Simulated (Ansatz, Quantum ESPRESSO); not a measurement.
## SiC (Moissanite 3C): a worked LO-TO splitting

Wanted: the LO mode of SiC (Moissanite 3C) from the TO mode and the field response.

Main program and level: Quantum ESPRESSO 8.0 development, patched; DFT LDA, scalar-relativistic, plane waves, PseudoDojo norm-conserving pseudopotentials.

### 1. The relaxed structure

The structure is cubic, space group F-43m (No. 216). The conventional cell has a = 4.325 Å, b = 4.325 Å, c = 4.325 Å, α = 90.00°, β = 90.00°, γ = 90.00°. Si has 4 C at 1.87 Å nearest. Nearest to C lie 4 Si at 1.87 Å. Farther neighbours are not listed.

This is the cell after its relaxation at this level of theory, not the database cell from which that began.

### 2. What the response run gave

A linear-response run on the relaxed cell, with the response to an electric field; only its zone-centre results are used. Cutoff 82 Ry, k mesh 12×12×12.

The program printed:

```text
[banners, grids, parts of the stress and lines that vanish by symmetry left out]
Program PHONON v.8.0dev
     Dynamical matrices for q-points given in input
     (   1q-points):
[...]
Exchange-correlation= PW
                           (   1   4   0   0   0   0   0)
[...]
kinetic-energy cut-off    =      82.0000  Ry
     charge density cut-off    =     328.0000  Ry
     convergence threshold     =      1.0E-18
[...]
Exchange-correlation= PW
                           (   1   4   0   0   0   0   0)
[...]
q = (   0.0000000   0.0000000   0.0000000 )
     25 Sym.Ops. (with q -> -q+G )
     G cutoff =  277.5253  (  13731 G-vectors)     FFT grid: ( 36, 36, 36)
     number of k points=    72
[...]
Mode symmetry, T_d (-43m)  point group:
[...]
Dielectric constant
[...]
End of electric fields calculation
          Dielectric constant in cartesian axis
          (       6.878553481       0.000000000       0.000000000 )
          (      -0.000000000       6.878553481      -0.000000000 )
          (       0.000000000       0.000000000       6.878553481 )
          Effective charges (d Force / dE) in cartesian axis without acoustic sum rule applied (asr)
           atom    1  Si    Mean Z*:        2.72207
      Ex  (        2.72207        0.00000       -0.00000 )
      Ey  (        0.00000        2.72207       -0.00000 )
      Ez  (        0.00000        0.00000        2.72207 )
           atom    2  C     Mean Z*:       -2.72360
      Ex  (       -2.72360       -0.00000       -0.00000 )
      Ey  (       -0.00000       -2.72360       -0.00000 )
      Ez  (       -0.00000       -0.00000       -2.72360 )
          Effective charges Sum: Mean:       -0.00153
[...]
Effective charges (d Force / dE) in cartesian axis with asr applied:
           atom    1  Si    Mean Z*:        2.72283
[...]
atom    2  C     Mean Z*:       -2.72283
[...]
Dielectric constant from finite-differences
          (       6.878394413      -0.000000000      -0.000000000 )
          (      -0.000000000       6.878394413       0.000000000 )
          (      -0.000000000       0.000000000       6.878394413 )
[...]
(      -0.000000000       0.000000000      -0.000000000 )
          (       0.000000000       0.000000000     -16.427826201 )
          (      -0.000000000     -16.427826201      -0.000000000 )
          (       0.000000000       0.000000000     -16.427826201 )
          (       0.000000000       0.000000000       0.000000000 )
          (     -16.427826201       0.000000000       0.000000000 )
          (      -0.000000000     -16.427826201      -0.000000000 )
          (     -16.427826201      -0.000000000       0.000000000 )
[...]
(       0.000000000       0.000000000       0.000000000 )
          (      -0.645490652      -0.000000000      -0.000000000 )
          (       0.000000000      -0.645490652       0.000000000 )
          (      -0.645490652       0.000000000       0.000000000 )
          (       0.000000000      -0.000000000      -0.000000000 )
[...]
Representation #   1 modes #   1   2   3
[...]
End of self-consistent calculation
     Convergence has been achieved
     Representation #   2 modes #   4   5   6
[...]
End of self-consistent calculation
     Convergence has been achieved
[...]
Dielectric constant in cartesian axis
          (       6.878553481       0.000000000       0.000000000 )
          (      -0.000000000       6.878553481      -0.000000000 )
          (       0.000000000       0.000000000       6.878553481 )
          Effective charges (d Force / dE) in cartesian axis without acoustic sum rule applied (asr)
           atom    1  Si    Mean Z*:        2.72207
      Ex  (        2.72207        0.00000       -0.00000 )
      Ey  (        0.00000        2.72207       -0.00000 )
      Ez  (        0.00000        0.00000        2.72207 )
           atom    2  C     Mean Z*:       -2.72360
      Ex  (       -2.72360       -0.00000       -0.00000 )
      Ey  (       -0.00000       -2.72360       -0.00000 )
      Ez  (       -0.00000       -0.00000       -2.72360 )
          Effective charges Sum: Mean:       -0.00153
[...]
Effective charges (d Force / dE) in cartesian axis with asr applied:
           atom    1  Si    Mean Z*:        2.72283
[...]
atom    2  C     Mean Z*:       -2.72283
[...]
q = (    0.000000000   0.000000000   0.000000000 )
[...]
freq (    1) =      -0.032363 [THz] =      -1.079511 [cm-1]
     freq (    2) =      -0.032363 [THz] =      -1.079511 [cm-1]
     freq (    3) =      -0.032363 [THz] =      -1.079511 [cm-1]
     freq (    4) =      23.933127 [THz] =     798.323193 [cm-1]
     freq (    5) =      23.933127 [THz] =     798.323193 [cm-1]
     freq (    6) =      23.933127 [THz] =     798.323193 [cm-1]
[...]
Mode symmetry, T_d (-43m)  point group:
     freq (   1-   3) =         -1.1  [cm-1]   --> T_2  G_15 P_4   I+R
     freq (   4-   6) =        798.3  [cm-1]   --> T_2  G_15 P_4   I+R

   JOB DONE.
```

| quantity | value |
| --- | --- |
| cell volume Ω (Å³) | 20.229 |
| mass of Si (u) | 28.085 |
| mass of C (u) | 12.011 |
| Born charge of Si, raw (e) | 2.722 |
| Born charge of C, raw (e) | -2.724 |
| ε∞ | 6.879 |
| ω(TO) after the sum rule (cm⁻¹) | 798.3 |

### 3. The calculation

The charges must sum to zero over the cell; taking off their mean, -0.001 e, leaves Z* = 2.723 e on Si. In the polar mode Si moves against C, so the reduced mass is μ = 28.09 × 12.01 / 40.10 = 8.413 u.

A longitudinal wave builds up a field that adds to the restoring force: ω(LO)² = ω(TO)² + 4π Z*² / (μ Ω ε∞), in Hartree atomic units. With μ = 15336 electron masses and Ω = 136.51 bohr³ the second term is 6.4696e-06 Ha², or 311635 cm⁻² (1 Ha = 219474.6 cm⁻¹).

So ω(LO) = √(637331 + 311635) = 974.1 cm⁻¹, and by the Lyddane-Sachs-Teller relation ε₀ = ε∞ (ω(LO)/ω(TO))² = 10.24.

### 4. Check against the program

The analysis program adds the same non-analytic term to the full matrix, here for q along (1 0 0).

The program printed:

```text
[banner, memory and clock lines left out]
Program DYNMAT v.8.0dev

     Reading Dynamical Matrix from file g.dyn
     ...Force constants read
     ...epsilon and Z* read
     ...Raman cross sections read

     Polarizability (A^3 units)
     multiply by 0.337893 for Clausius-Mossotti correction (not under assume_isolated = 'mt')
         9.463062   -0.000000    0.000000
         0.000000    9.463062    0.000000
         0.000000   -0.000000    9.463062

     IR activities are in (D/A)^2/amu units
     Raman activities are in A^4/amu units
     multiply Raman by 0.013035 for Clausius-Mossotti correction (not under assume_isolated = 'mt')

# mode   [cm-1]    [THz]      IR          Raman   depol.fact
    1     -0.00   -0.0000    0.0000         0.0000    0.7500
    2     -0.00   -0.0000    0.0000         0.0000    0.7500
    3      0.00    0.0000    0.0000         0.0000    0.7500
    4    798.33   23.9332   20.3309         9.6257    0.7500
    5    798.33   23.9332   20.3309         9.6257    0.7500
    6    974.14   29.2041   20.3309         9.6257    0.7500
```

ε₀ comes from the program's run without a direction of q.

| quantity | by hand | program |
| --- | --- | --- |
| ω(LO) (cm⁻¹) | 974.1 | 974.1 |
| ε₀ | 10.24 | 10.24 |

### 5. Results

```
TO mode                    : 798.3 cm⁻¹
LO mode                    : 974.1 cm⁻¹
static dielectric constant : 10.24
```

The LO mode of SiC (Moissanite 3C) lies at 974 cm⁻¹, 176 cm⁻¹ above the TO mode; the formula meets the program within 0.1 cm⁻¹, as it must for a cubic crystal with one polar mode. ω(LO)² − ω(TO)² goes with Z*²/ε∞: an error of 5 % in ε∞ would move the LO mode by 7.6 cm⁻¹, and semilocal functionals tend to overestimate ε∞. These are harmonic values at zero temperature, at the volume of this functional, for the structure held cubic; stability elsewhere in the zone is no part of this calculation.

[Host names and launcher messages were left out of these logs when they were recorded.]

[Logs are printed without paths, hosts, clocks, repeated set-up lines and the standing remarks that a program may print on its own settings, such as how far it seeks lower states.]

[Hosts, paths, dates, database ids (printed as entryN), source tags and the programs' standing remarks are cut or masked in the printed files.]
